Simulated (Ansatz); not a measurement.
# Quasi-harmonic thermodynamics of Be2Al (hypothetical, Fm-3m), part 3 of 4

How much does Be2Al (hypothetical) expand with temperature? The crystal structure is hypothetical: it was made by swapping elements on a known structure type.

Ansatz 0.2.0; DFT PBEsol, scalar-relativistic, plane waves, PAW.

So far. Step 6 (Relaxing to small residual forces and stress): The residual pressure is -0.0061 GPa, small enough for phonons. Step 7 (A run with changed settings): The run ends at a pressure of 0.00 GPa. The relaxed cell has a = 5.450 Å (conventional setting).

**9. Phonons on strained cells, q-mesh 2×2×2**

Thermal expansion follows from how the free energy of the vibrations (and of the electrons in a metal) changes with strain, so the program makes strained cells, their phonons and a fit in one run.

Input file input.yaml:

```yaml
crystal:
  lattice:
    - [0.0, 2.7251520132, 2.7251520132]
    - [2.7251520132, 0.0, 2.7251520132]
    - [2.7251520132, 2.7251520132, 0.0]
  atoms:
    - { symbol: Be, position: [0.25, 0.25, 0.25] }
    - { symbol: Be, position: [0.75, 0.75, 0.75] }
    - { symbol: Al, position: [0.0, 0.0, 0.0] }
kpoints:
  mp_grid: { grid: [16, 16, 16] }
hamiltonian:
  xc: pbesol
scf:
  occupations: { method: methfessel_paxton, width: 0.15 }
output:
  eigenvalues: true
phonons:
  method: dfpt
  qmesh: [2, 2, 2]
  temperatures: { t_max: 900.0, t_step: 50 }
  thermal_expansion: {}
```

On the command line:

```console
> ansatz run input.yaml --threads 4 --pin off --max-ram 8192MiB --backend cpu --events-out ev --progress --plain --runs-dir out
```

Numbers of over 12 decimals in the logs are rounded to 6 here.

The log of the run:

```text
The last accepted step is kept in <dir> (removed where the run ends without a failure and the disk answers)
Engine: ansatz 0.2.0, aarch64-unknown-linux-gnu
Pseudopotentials: kind: paw
Pseudopotential: Be, paw, valence charge 2, recommended cutoff 420 eV (normal), Be.paw.azcp
Pseudopotential: Al, paw, valence charge 3, recommended cutoff 420 eV (normal), Al.paw.azcp
Functional definition: PBEsol
  exchange = pbesol_x
  correlation = pbesol_c
Crystal: 3 atoms, lattice volume = 40.476 Å³
Basis set: ecut = 487.2 eV, 965 PW (Γ), exchange–correlation on 60×60×60 points (8 copies of the dense FFT grid, shifted against one another)
Bands: 8, of which v1, the nominal top of the filled ones, is band 4 counted from 1 (3 counted from 0)
Symmetry: 48 space group operations
Space group: Fm-3m (ITA 225), of the structure as read, at distance tolerance 3.4e-5 Å
k-points: 145 of 4096
Non-local potential: Be, projectors of the file, l = 0: 2, l = 1: 2, l = 2: 1
Non-local potential: Al, projectors of the file, l = 0: 2, l = 1: 2, l = 2: 1
PAW form: soft (Blöchl's): semilocal exchange-correlation on the pseudo side does not see the compensation charge
PAW frozen core: Be, regenerated for the run's functional, and the local potential with it (the file was generated under x = pbe(κ = 0.804, μ = 0.219515), c = pbe(β = 0.066725))
PAW frozen core: Al, regenerated for the run's functional, and the local potential with it (the file was generated under x = pbe(κ = 0.804, μ = 0.219515), c = pbe(β = 0.066725))
PAW one-centre angular grid: Be, 110 points (default); XC on 64 Gauss nodes
PAW one-centre angular grid: Al, 110 points (default); XC on 64 Gauss nodes
Initial density: superposition of atomic densities (neutral atoms: chi_scale 0, normalization atom), corrected by the library's trained network
Initial wavefunctions: pseudopotential atomic-orbital guess
Functional: x = pbesol(κ = 0.804, μ = 0.123457), c = pbesol(β = 0.046)
SCF iter   1: F=—  HF=-703.455862 eV  |F-HF|=—  |Δ(HF+E_count)|=         —  Δρ=2.21e-3  dr2=3.01e-3  ethr=1.77e-3  ⟨swp⟩=5.1  Hψ=9436  notcnv=0
preconditioner: auto → none  [metal: Δε(μ)=0.036 eV  Ē_g=8.113 eV  σ=0.150 eV  W_gap=0.20  n_scr=8 (ndim 8)  ℏωp=15.4 eV  f_vac=0.000  D(μ)=0.66/eV (n_scr^D=0)  sad-step TF]
SCF iter   2: F=—  HF=-703.455411 eV  |F-HF|=—  |Δ(HF+E_count)|=   4.51e-4  S|Δr|=    0.00e0  Δρ=1.45e-3  dr2=1.37e-3  ethr=4.29e-5  ⟨swp⟩=1.0  Hψ=2322  notcnv=0
SCF iter   3: F=—  HF=-703.455140 eV  |F-HF|=—  |Δ(HF+E_count)|=   2.71e-4  S|Δr|=    0.00e0  Δρ=9.09e-5  dr2=3.13e-6  ethr=1.96e-5  ⟨swp⟩=2.0  Hψ=1603  notcnv=0
SCF iter   4: F=—  HF=-703.455151 eV  |F-HF|=—  |Δ(HF+E_count)|=   1.02e-5  S|Δr|=    0.00e0  Δρ=1.70e-5  dr2=7.50e-8  ethr=4.47e-8  ⟨swp⟩=2.2  Hψ=1630  notcnv=0
[...]
E_hartree    = 2.283663
  E_xc         = -75.939554
  E_vxc        = -67.247551  (∫ρ·V_xc dr)
  E_paw        = -569.582288  (= ΣΔE_a)
  E_vpaw       = -6.687156  (= ΣTr[D̂ρ^β])
  E_aug_tail   = -0.000001  (compensation charges beyond the density's cutoff)
  E_ewald      = -139.902562
  E_core_change = 0.038202  (= ΣΔE_core)
  E_smearing   = 0.000891  (= −TS)
  E_closure    = 0.000000  (closes the sum)
  Σ components = -703.455150   (vs F -703.455150, Δ=0.00e0)
--- Forces (eV/Å), atoms counted from 1 ---
  atom   1  Be     0.00000000    -0.00000000     0.00000000
  atom   2  Be    -0.00000000     0.00000000    -0.00000000
  atom   3  Al     0.00000000    -0.00000000    -0.00000000
  max |Σ_I F_I| component: 3.70e-17 eV/Å
--- Stress (GPa, compression-positive) ---
       -0.002246       0.000000       0.000000
        0.000000      -0.002246      -0.000000
        0.000000       0.000000      -0.002246
  P = ⅓ Tr σ = -0.0022 GPa (-0.022 kbar)
--- Band table (eV; the first three rows and the last of 145) ---
  k-point 0: bands = ["-4.1884", "6.6097", "6.6097", "6.6097", "8.7768", "8.7768", "8.7768", "12.4162"]
  k-point 1: bands = ["-4.1380", "6.1571", "6.5460", "6.5460", "8.8396", "8.8396", "9.0068", "12.4950"]
  k-point 2: bands = ["-3.9867", "5.2033", "6.3970", "6.3970", "8.9257", "8.9257", "9.3284", "12.2297"]
  k-point 144: bands = ["0.0692", "1.4594", "1.4594", "1.9199", "9.3650", "9.3650", "11.5695", "11.9893"]
── thermal expansion: 3 new cells, 3 in all ──
thermal expansion: relaxation of cell 2
thermal expansion: relaxation of cell 3
── thermal expansion: 2 new cells, 5 in all ──
thermal expansion: relaxation of cell 4
thermal expansion: lower-state search of cell 4
thermal expansion: electrons of cell 4
thermal expansion: phonons of cell 4
WARN: thermal expansion, phonons of cell 4: eigensolver did not converge (k=1): 1 band(s) unlocked after 20 sweeps at ethr=1.00e-12 eV (lowest unlocked band 7, counted from 0; max residual 3.22e-5 eV among the unlocked bands, 3.22e-5 eV over every band)
WARN: thermal expansion: eigensolver_not_converged in the phonons of 1 cell: 4
WARN: thermal expansion: vibrations_at_or_below_zero in the phonons of 1 cell: 4
this run last wrote the structure of step 1 to <dir>
--- Relaxed structure (1 steps of the walk, 1 accepted, 0 SCFs on fresh bases) ---
  F+E_penalty+E_count = -703.45515029 eV   max|allowed force component| = 3.392e-17 eV/Å
  atoms:
    - { symbol: Be, position: [0.25, 0.25, 0.25] }
    - { symbol: Be, position: [0.750000, 0.750000, 0.750000] }
    - { symbol: Al, position: [0.0, 0.0, 0.0] }
--- Thermal expansion: 5 cells in 2 rounds, 0 GPa ---
  no lower state was reached at cell 4; its state was not examined: fill_not_monotonic
  not told: vibrations stand at or below zero in cell 4 (1.750 modes a cell, the lowest at -170.2 cm⁻¹): the crystal is at no minimum there, or its k-points are too few: type the crystal that it becomes, another pressure, or a denser kpoints.mp_grid, in a new run
  eigensolver_not_converged in the phonons of 1 cell: 4
  vibrations_at_or_below_zero in the phonons of 1 cell: 4
Error: vibrations stand at or below zero in cell 4 (1.750 modes a cell, the lowest at -170.2 cm⁻¹): the crystal is at no minimum there, or its k-points are too few: type the crystal that it becomes, another pressure, or a denser kpoints.mp_grid, in a new run
[key lines of the parts left out:]
SCF converged after 6 iterations
Free energy (F): -703.455150 eV
Fermi energy:    5.091629 eV
```

It took 45 s on 4 threads of Arm Neoverse V2, shared host; peak memory 1.2 GiB.

The run ended with an error.

The program's message: “vibrations stand at or below zero in cell 4 (1.750 modes a cell, the lowest at -170.2 cm⁻¹): the crystal is at no minimum there, or its k-points are too few: type the crystal that it becomes, another …”

**10. The quasi-harmonic study, q-mesh 4×4×4**

The study relaxes the crystal at several strains, solves the phonons on some of them and minimises the free energy at each temperature (static energy, vibrations, the electrons in a metal, and PV under a set pressure); the q-mesh sets how far the force constants reach.

input.yaml, as its differences from that of step 9:

```diff
@@ -19,3 +19,3 @@
   method: dfpt
-  qmesh: [2, 2, 2]
+  qmesh: [4, 4, 4]
   temperatures: { t_max: 900.0, t_step: 50 }
```

The log of the run:

```text
The last accepted step is kept in <dir> (removed where the run ends without a failure and the disk answers)
Engine: ansatz 0.2.0, aarch64-unknown-linux-gnu
Pseudopotentials: kind: paw
Pseudopotential: Be, paw, valence charge 2, recommended cutoff 420 eV (normal), Be.paw.azcp
Pseudopotential: Al, paw, valence charge 3, recommended cutoff 420 eV (normal), Al.paw.azcp
Functional definition: PBEsol
  exchange = pbesol_x
  correlation = pbesol_c
Crystal: 3 atoms, lattice volume = 40.476 Å³
Basis set: ecut = 487.2 eV, 965 PW (Γ), exchange–correlation on 60×60×60 points (8 copies of the dense FFT grid, shifted against one another)
Bands: 8, of which v1, the nominal top of the filled ones, is band 4 counted from 1 (3 counted from 0)
Symmetry: 48 space group operations
Space group: Fm-3m (ITA 225), of the structure as read, at distance tolerance 3.4e-5 Å
k-points: 145 of 4096
Non-local potential: Be, projectors of the file, l = 0: 2, l = 1: 2, l = 2: 1
Non-local potential: Al, projectors of the file, l = 0: 2, l = 1: 2, l = 2: 1
PAW form: soft (Blöchl's): semilocal exchange-correlation on the pseudo side does not see the compensation charge
PAW frozen core: Be, regenerated for the run's functional, and the local potential with it (the file was generated under x = pbe(κ = 0.804, μ = 0.219515), c = pbe(β = 0.066725))
PAW frozen core: Al, regenerated for the run's functional, and the local potential with it (the file was generated under x = pbe(κ = 0.804, μ = 0.219515), c = pbe(β = 0.066725))
PAW one-centre angular grid: Be, 110 points (default); XC on 64 Gauss nodes
PAW one-centre angular grid: Al, 110 points (default); XC on 64 Gauss nodes
Initial density: superposition of atomic densities (neutral atoms: chi_scale 0, normalization atom), corrected by the library's trained network
Initial wavefunctions: pseudopotential atomic-orbital guess
Functional: x = pbesol(κ = 0.804, μ = 0.123457), c = pbesol(β = 0.046)
SCF iter   1: F=—  HF=-703.455862 eV  |F-HF|=—  |Δ(HF+E_count)|=         —  Δρ=2.21e-3  dr2=3.01e-3  ethr=1.77e-3  ⟨swp⟩=5.1  Hψ=9436  notcnv=0
preconditioner: auto → none  [metal: Δε(μ)=0.036 eV  Ē_g=8.113 eV  σ=0.150 eV  W_gap=0.20  n_scr=8 (ndim 8)  ℏωp=15.4 eV  f_vac=0.000  D(μ)=0.66/eV (n_scr^D=0)  sad-step TF]
SCF iter   2: F=—  HF=-703.455411 eV  |F-HF|=—  |Δ(HF+E_count)|=   4.51e-4  S|Δr|=    0.00e0  Δρ=1.45e-3  dr2=1.37e-3  ethr=4.29e-5  ⟨swp⟩=1.0  Hψ=2322  notcnv=0
SCF iter   3: F=—  HF=-703.455140 eV  |F-HF|=—  |Δ(HF+E_count)|=   2.71e-4  S|Δr|=    0.00e0  Δρ=9.09e-5  dr2=3.13e-6  ethr=1.96e-5  ⟨swp⟩=2.0  Hψ=1603  notcnv=0
SCF iter   4: F=—  HF=-703.455151 eV  |F-HF|=—  |Δ(HF+E_count)|=   1.02e-5  S|Δr|=    0.00e0  Δρ=1.70e-5  dr2=7.50e-8  ethr=4.47e-8  ⟨swp⟩=2.2  Hψ=1630  notcnv=0
[...]
E_hartree    = 2.283663
  E_xc         = -75.939554
  E_vxc        = -67.247551  (∫ρ·V_xc dr)
  E_paw        = -569.582288  (= ΣΔE_a)
  E_vpaw       = -6.687156  (= ΣTr[D̂ρ^β])
  E_aug_tail   = -0.000001  (compensation charges beyond the density's cutoff)
  E_ewald      = -139.902562
  E_core_change = 0.038202  (= ΣΔE_core)
  E_smearing   = 0.000891  (= −TS)
  E_closure    = 0.000000  (closes the sum)
  Σ components = -703.455150   (vs F -703.455150, Δ=0.00e0)
--- Forces (eV/Å), atoms counted from 1 ---
  atom   1  Be     0.00000000    -0.00000000     0.00000000
  atom   2  Be    -0.00000000     0.00000000    -0.00000000
  atom   3  Al     0.00000000    -0.00000000    -0.00000000
  max |Σ_I F_I| component: 3.70e-17 eV/Å
--- Stress (GPa, compression-positive) ---
       -0.002246       0.000000       0.000000
        0.000000      -0.002246      -0.000000
        0.000000       0.000000      -0.002246
  P = ⅓ Tr σ = -0.0022 GPa (-0.022 kbar)
--- Band table (eV; the first three rows and the last of 145) ---
  k-point 0: bands = ["-4.1884", "6.6097", "6.6097", "6.6097", "8.7768", "8.7768", "8.7768", "12.4162"]
  k-point 1: bands = ["-4.1380", "6.1571", "6.5460", "6.5460", "8.8396", "8.8396", "9.0068", "12.4950"]
  k-point 2: bands = ["-3.9867", "5.2033", "6.3970", "6.3970", "8.9257", "8.9257", "9.3284", "12.2297"]
  k-point 144: bands = ["0.0692", "1.4594", "1.4594", "1.9199", "9.3650", "9.3650", "11.5695", "11.9893"]
── thermal expansion: 3 new cells, 3 in all ──
thermal expansion: relaxation of cell 2
thermal expansion: relaxation of cell 3
── thermal expansion: 2 new cells, 5 in all ──
thermal expansion: relaxation of cell 4
thermal expansion: lower-state search of cell 4
thermal expansion: electrons of cell 4
thermal expansion: phonons of cell 4
WARN: thermal expansion, phonons of cell 4: eigensolver did not converge (k=1): 1 band(s) unlocked after 20 sweeps at ethr=1.00e-12 eV (lowest unlocked band 7, counted from 0; max residual 3.22e-5 eV among the unlocked bands, 3.22e-5 eV over every band)
WARN: thermal expansion: eigensolver_not_converged in the phonons of 1 cell: 4
WARN: thermal expansion: vibrations_at_or_below_zero in the phonons of 1 cell: 4
this run last wrote the structure of step 1 to <dir>
--- Relaxed structure (1 steps of the walk, 1 accepted, 0 SCFs on fresh bases) ---
  F+E_penalty+E_count = -703.45515029 eV   max|allowed force component| = 3.392e-17 eV/Å
  atoms:
    - { symbol: Be, position: [0.25, 0.25, 0.25] }
    - { symbol: Be, position: [0.750000, 0.750000, 0.750000] }
    - { symbol: Al, position: [0.0, 0.0, 0.0] }
--- Thermal expansion: 5 cells in 2 rounds, 0 GPa ---
  no lower state was reached at cell 4; its state was not examined: fill_not_monotonic
  not told: vibrations stand at or below zero in cell 4 (1.875 modes a cell, the lowest at -197.7 cm⁻¹): the crystal is at no minimum there, or its k-points are too few: type the crystal that it becomes, another pressure, or a denser kpoints.mp_grid, in a new run
  eigensolver_not_converged in the phonons of 1 cell: 4
  vibrations_at_or_below_zero in the phonons of 1 cell: 4
Error: vibrations stand at or below zero in cell 4 (1.875 modes a cell, the lowest at -197.7 cm⁻¹): the crystal is at no minimum there, or its k-points are too few: type the crystal that it becomes, another pressure, or a denser kpoints.mp_grid, in a new run
[key lines of the parts left out:]
SCF converged after 6 iterations
Free energy (F): -703.455150 eV
Fermi energy:    5.091629 eV
```

Wall time 4.4 min (4 threads); peak memory 3.5 GiB.

The run ended with an error.

The program's message: “vibrations stand at or below zero in cell 4 (1.875 modes a cell, the lowest at -197.7 cm⁻¹): the crystal is at no minimum there, or its k-points are too few: type the crystal that it becomes, another …”

(Part 3 of 4 ends here.)

[Logs are printed without paths, hosts, clocks, repeated set-up lines and the standing remarks that a program may print on its own settings, such as how far it seeks lower states.]

[Hosts, paths, dates, database ids (printed as entryN), source tags and the programs' standing remarks are cut or masked in the printed files.]

[A step with changed settings may run another functional than the one named; its input shows which.]
